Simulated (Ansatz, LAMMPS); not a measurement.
**Localised basis functions on glassy 69SiO2-19Al2O3-6SrO-6Li2O (mol %) (106 atoms)**

Wanted: errors and times of a linear-scaling basis for glassy 69SiO2-19Al2O3-6SrO-6Li2O (mol %) (106 atoms). A setting counts as converged where the r.m.s. difference of forces stays under 1 % of the r.m.s. force.

Program: Ansatz 0.2.0. Level of theory: Kohn-Sham DFT, PBE, PAW (set soft_2), plane waves. Results are calculated unless marked as measured.

Most raw output is cut from this account.

## 1. The starting structure

The cell holds 106 atoms: 22 Si, 12 Al, 2 Sr, 4 Li and 66 O. Cell: a = 10.593 Å, b = 10.593 Å, c = 10.593 Å, α = 90.0°, β = 90.0°, γ = 90.0°. 106 atoms (22 Si, 12 Al, 2 Sr, 4 Li, 66 O) placed at random at 3.07 g/cm³, melted at 4000 K for 10 ps at fixed volume with the Morse and Coulomb pair potential with partial charges (Pedone, Malavasi, Menziani, Cormack and Segre, J. Phys. Chem. B 110, 11780 (2006)). Quenched from 4000 K to 300 K at 50 K/ps and fixed volume, held 5 ps.

Before any run, some limits are plain. The quench rate of 50 K/ps is many orders above laboratory rates, so the cell is likely richer in defects and strain than a real sample. The starting topology of bonds comes from the classical model, and needn't be the one that DFT or experiment would give. The Brillouin zone is sampled at Γ only, in a cell whose shortest periodic width is 11 Å.

## 2. Making the structure

A classical potential makes the cell, at a small fraction of what the same run would cost in DFT.

This step: classical MD, Morse and Coulomb pair potential with partial charges (Pedone, Malavasi, Menziani, Cormack and Segre, J. Phys. Chem. B 110, 11780 (2006)) (LAMMPS 22 Jul 2025 - Update 4).

in.lmp

```
# melt-quench of Si22Al12Sr2Li4O66
units metal
atom_style charge
boundary p p p
region box block 0 10.5932 0 10.5932 0 10.5932
create_box 5 box
mass 1 28.0850   # Si
mass 2 26.9815   # Al
mass 3 87.6200   # Sr
mass 4 6.9400   # Li
mass 5 15.9990   # O
create_atoms 1 random 22 341389 NULL overlap 1.5 maxtry 2000
create_atoms 2 random 12 341396 NULL overlap 1.5 maxtry 2000
create_atoms 3 random 2 341403 NULL overlap 1.5 maxtry 2000
create_atoms 4 random 4 341410 NULL overlap 1.5 maxtry 2000
create_atoms 5 random 66 341417 NULL overlap 1.5 maxtry 2000
pair_style hybrid/overlay pedone 5.5 coul/long 8.0
pair_coeff * * coul/long
pair_coeff 1 5 pedone 0.340554 2.006700 2.100000 1   # Si-O
pair_coeff 2 5 pedone 0.361581 1.900442 2.164818 0.9   # Al-O
pair_coeff 3 5 pedone 0.019623 1.886000 3.328330 3   # Sr-O
pair_coeff 4 5 pedone 0.001114 3.429506 2.681360 1   # Li-O
pair_coeff 5 5 pedone 0.042395 1.379316 3.618701 22   # O-O
set type 1 charge 2.4
set type 2 charge 1.8
set type 3 charge 1.2
set type 4 charge 0.6
set type 5 charge -1.2
kspace_style pppm 1.0e-4
neigh_modify delay 0 every 1 check yes
thermo_style custom step time temp pe press density
thermo_modify norm yes
timestep 0.002
thermo 100
# [... 15 lines left out ...]
fix md all nvt temp 4000 300 0.2
run 37000 post no
unfix md
thermo 1250
fix md all nvt temp 300 300 0.2
run 2500 post no
unfix md
write_dump all custom glass.dump id type xs ys zs modify sort id
```

On the command line:

```bash
> lmp -in in.lmp -log none -nocite
```

Run time: 25 s. Hardware: 1 thread of Arm Neoverse V1, shared host; peak memory 0.078 GiB.

## 3. Plane-wave single point

The first run fixes the reference, at a cutoff of 420 eV.

input.yaml

```yaml
crystal:
  lattice:
    - [10.5932, 0.0, 0.0]
    - [0.0, 10.5932, 0.0]
    - [0.0, 0.0, 10.5932]
  atoms:
    - { symbol: Si, position: [0.91284, 0.70324, 0.8185] }
    - { symbol: Si, position: [0.05414, 0.69477, 0.27451] }
    - { symbol: Si, position: [0.25416, 0.93385, 0.54686] }
    - { symbol: Si, position: [0.71322, 0.3718, 0.2432] }
    - { symbol: Si, position: [0.42712, 0.05143, 0.80584] }
    - { symbol: Si, position: [0.10788, 0.49324, 0.73058] }
    - { symbol: Si, position: [0.80267, 0.60796, 0.39274] }
    - { symbol: Si, position: [0.6921, 0.66258, 0.00761] }
    - { symbol: Si, position: [0.714, 0.40006, 0.88985] }
    - { symbol: Si, position: [0.28435, 0.71439, 0.98118] }
    - { symbol: Si, position: [0.93025, 0.11941, 0.43736] }
    - { symbol: Si, position: [0.71424, 0.00855, 0.80817] }
    - { symbol: Si, position: [0.25438, 0.64586, 0.50655] }
    - { symbol: Si, position: [0.3205, 0.08041, 0.07303] }
    - { symbol: Si, position: [0.24138, 0.33636, 0.31796] }
    - { symbol: Si, position: [0.44065, 0.14854, 0.45622] }
    - { symbol: Si, position: [0.0718, 0.22322, 0.96654] }
    - { symbol: Si, position: [0.50017, 0.79156, 0.17666] }
    - { symbol: Si, position: [0.54206, 0.50471, 0.66061] }
    - { symbol: Si, position: [0.67, 0.29551, 0.51432] }
    - { symbol: Si, position: [0.34347, 0.34385, 0.7915] }
    - { symbol: Si, position: [0.6144, 0.01916, 0.23857] }
    - { symbol: Al, position: [0.50826, 0.28979, 0.052] }
    - { symbol: Al, position: [0.73243, 0.76669, 0.6286] }
    - { symbol: Al, position: [0.97021, 0.96469, 0.6698] }
    - { symbol: Al, position: [0.13129, 0.97487, 0.27056] }
    - { symbol: Al, position: [0.73923, 0.92739, 0.45479] }
    - { symbol: Al, position: [0.48989, 0.75865, 0.48816] }
    - { symbol: Al, position: [0.90784, 0.23841, 0.71916] }
    - { symbol: Al, position: [0.0082, 0.39355, 0.48109] }
    - { symbol: Al, position: [0.16744, 0.47226, 0.09032] }
    - { symbol: Al, position: [0.77221, 0.15855, 0.04049] }
    - { symbol: Al, position: [0.97329, 0.23135, 0.21604] }
    - { symbol: Al, position: [0.49118, 0.75885, 0.78277] }
    - { symbol: Sr, position: [0.95965, 0.9075, 0.0238] }
    - { symbol: Sr, position: [0.46415, 0.53817, 0.2747] }
    - { symbol: Li, position: [0.14578, 0.14352, 0.68023] }
    - { symbol: Li, position: [0.92679, 0.46327, 0.07657] }
    - { symbol: Li, position: [0.81531, 0.48109, 0.64065] }
    - { symbol: Li, position: [0.22253, 0.84539, 0.78446] }
    - { symbol: O, position: [0.17003, 0.9527, 0.42324] }
    - { symbol: O, position: [0.53482, 0.65958, 0.65476] }
    - { symbol: O, position: [0.41816, 0.18664, 0.11939] }
    - { symbol: O, position: [0.62599, 0.7199, 0.1293] }
    - { symbol: O, position: [0.98395, 0.07076, 0.30257] }
    - { symbol: O, position: [0.06806, 0.56913, 0.17899] }
    - { symbol: O, position: [0.68917, 0.12437, 0.16832] }
    - { symbol: O, position: [0.23684, 0.57892, 0.00574] }
    - { symbol: O, position: [0.83257, 0.70927, 0.95632] }
    - { symbol: O, position: [0.81768, 0.6586, 0.708] }
    - { symbol: O, position: [0.4228, 0.43029, 0.70112] }
    - { symbol: O, position: [0.65901, 0.26984, 0.96033] }
    - { symbol: O, position: [0.54231, 0.2117, 0.54298] }
    - { symbol: O, position: [0.72664, 0.50895, 0.99619] }
    - { symbol: O, position: [0.57975, 0.07898, 0.80349] }
    - { symbol: O, position: [0.51701, 0.93915, 0.15958] }
    - { symbol: O, position: [0.15788, 0.95406, 0.66972] }
    - { symbol: O, position: [0.95146, 0.15302, 0.06208] }
    - { symbol: O, position: [0.12958, 0.25381, 0.2467] }
    - { symbol: O, position: [0.01888, 0.59037, 0.81256] }
    - { symbol: O, position: [0.83652, 0.0736, 0.73739] }
    - { symbol: O, position: [0.07103, 0.35642, 0.01791] }
    - { symbol: O, position: [0.48285, 0.77317, 0.32261] }
    - { symbol: O, position: [0.07744, 0.83167, 0.22225] }
    - { symbol: O, position: [0.0023, 0.11334, 0.5658] }
    - { symbol: O, position: [0.20671, 0.40329, 0.78992] }
    - { symbol: O, position: [0.91301, 0.68674, 0.32565] }
    - { symbol: O, position: [0.7599, 0.02476, 0.95516] }
    - { symbol: O, position: [0.01609, 0.3932, 0.64708] }
    - { symbol: O, position: [0.17789, 0.59112, 0.63004] }
    - { symbol: O, position: [0.58972, 0.70807, 0.90635] }
    - { symbol: O, position: [0.35126, 0.70556, 0.83929] }
    - { symbol: O, position: [0.38642, 0.58222, 0.4778] }
    - { symbol: O, position: [0.8896, 0.51117, 0.47535] }
    - { symbol: O, position: [0.64929, 0.46279, 0.77465] }
    - { symbol: O, position: [0.61896, 0.43891, 0.55208] }
    - { symbol: O, position: [0.71689, 0.9186, 0.29213] }
    - { symbol: O, position: [0.69376, 0.87351, 0.76002] }
    [... 22 atom lines left out ...]
    - { symbol: O, position: [0.35229, 0.0414, 0.52811] }
    - { symbol: O, position: [0.84921, 0.33865, 0.84351] }
    - { symbol: O, position: [0.38774, 0.02612, 0.94517] }
    - { symbol: O, position: [0.83988, 0.33099, 0.1705] }
    - { symbol: O, position: [0.60258, 0.87376, 0.52711] }
    - { symbol: O, position: [0.25671, 0.00573, 0.17854] }
kpoints:
  mp_grid: { grid: [1, 1, 1] }
hamiltonian:
  xc: pbe
scf:
  occupations: { method: fixed }
output:
  forces: true
  stress: true
  populations: intrinsic
  dos:
    method: { smearing: { sigma: 0.1 } }
    de: 0.1
    projected: { site_lists: { Al: [Al], Li: [Li], O: [O], Si: [Si], Sr: [Sr] } }
  eigenvalues: true
  write_density: true
  write_potential: true
  volumetric_format: npy
  elf: true
```

On the command line:

```bash
> ansatz run input.yaml --threads 4 --pin off --max-ram 8192MiB --backend cpu --events-out ev --progress --plain --runs-dir out
```

The job ended after 23 s (4 threads of Arm Neoverse V1, shared host; peak memory 1.5 GiB).

Read from the output:

```yaml
free_energy: -65909.0939 eV
free_energy_per_atom: -621.7839 eV/atom
scf_cycles: 9
pressure: 10.28 GPa
r_m_s_force_component: 1.415 eV/Å
longest_force: 6.075 eV/Å
fermi_energy: 5.541 eV
spacing_of_highest_filled_and_lowest_empty_level: 3.66 eV
```

The r.m.s. force component of 1.4 eV/Å sets the scale for the differences below.

## 4. Support functions low

With localised support functions most steps grow linearly with size, though the diagonalisation grows faster unless the density matrix is cut; this run measures error and cost at this size.

This step: Kohn-Sham DFT, PBE, PAW (set soft_2), localised support functions (low) (Ansatz 0.2.0).

input.yaml, the sections that differ from step 3:

```yaml
scf:
  occupations: { method: fixed }
  eigensolver: { kind: { support_functions: { accuracy: low } } }
  max_iter: 150
output:
  forces: true
  eigenvalues: true
# crystal, kpoints, hamiltonian: as in step 3
```

Run time: 2.1 min. Hardware: 4 threads; peak memory 3.5 GiB.

The program notes that the band table was not solved further than the SCF left it and it switched symmetry off.

Keys that differ from the reference: support_functions.accuracy = "low" and scf.max_iter = 150.

Forces differ from the reference by 0.84 meV/Å r.m.s., 0.059 % of their size, well within a tolerance of 1 %; the energy by -4.9 meV/atom. It took 2.1 min and 12 cycles; the reference's time can't be set against it, since the two runs asked for unlike analyses.

## 5. Support functions medium

The cell is solved in localised support functions. Besides, the program derives a nominal cutoff of 464 eV for this run, against the reference's 420.

This step: Kohn-Sham DFT, PBE, PAW (set soft_2), localised support functions (medium) (Ansatz 0.2.0).

input.yaml, the sections that differ from step 4:

```yaml
scf:
  occupations: { method: fixed }
  eigensolver: { kind: { support_functions: { accuracy: medium } } }
  max_iter: 150
# crystal, kpoints, hamiltonian, output: as in step 4
```

Wall time 2.2 min (4 threads); peak memory 3.6 GiB.

Keys that differ from the reference: support_functions.accuracy = "medium" and scf.max_iter = 150.

Forces differ from the reference by 0.79 meV/Å r.m.s., 0.056 % of their size, well within a tolerance of 1 %; the energy by -4.9 meV/atom. It took 2.2 min and 13 cycles; the reference's time can't be set against it, since the two runs asked for unlike analyses.

## 6. Support functions medium, radius 2.98 Å

The radius confines each support function; a larger one gives more freedom and more work per atom.

input.yaml, the sections that differ from step 5:

```yaml
scf:
  occupations: { method: fixed }
  eigensolver: { kind: { support_functions: { accuracy: medium, radius: 2.98 } } }
  max_iter: 150
# crystal, kpoints, hamiltonian, output: as in step 5
```

Run time: 7.7 s. Hardware: 4 threads; peak memory 0.3 GiB; 24 s of CPU time.

The program refuses radii under 3.33 Å for these atoms at this level.

## 7. The ladder side by side

Differences are against the plane-wave reference (Kohn-Sham DFT, PBE, PAW (set soft_2), plane waves), whose r.m.s. force component is 1.41 eV/Å. Energies are set beside the reference only for runs with its functional, potentials and electron count. Times are for 4 threads of Arm Neoverse V1, shared host. The reference's time includes the DOS, ELF, the stress and grids, which some other runs skip.

```
                     run  Δ force, r.m.s. (meV/Å)  share of r.m.s. force (%)  Δ energy (meV/atom)  Δ gap (eV)  cycles     time  host memory (GiB)
               reference                        -                          -                    -           -       9     23 s                1.5
   support functions low                    0.841                     0.0594                -4.87      0.0014      12  2.1 min                3.5
support functions medium                     0.79                     0.0558                -4.88      9.0e-4      13  2.2 min                3.6
```

(Continued in part 2 of 2.)

[Logs are printed without paths, hosts, clocks, repeated set-up lines and the standing remarks that a program may print on its own settings, such as how far it seeks lower states.]

[Hosts, paths, dates, database ids (printed as entryN), source tags and the programs' standing remarks are cut or masked in the printed files.]
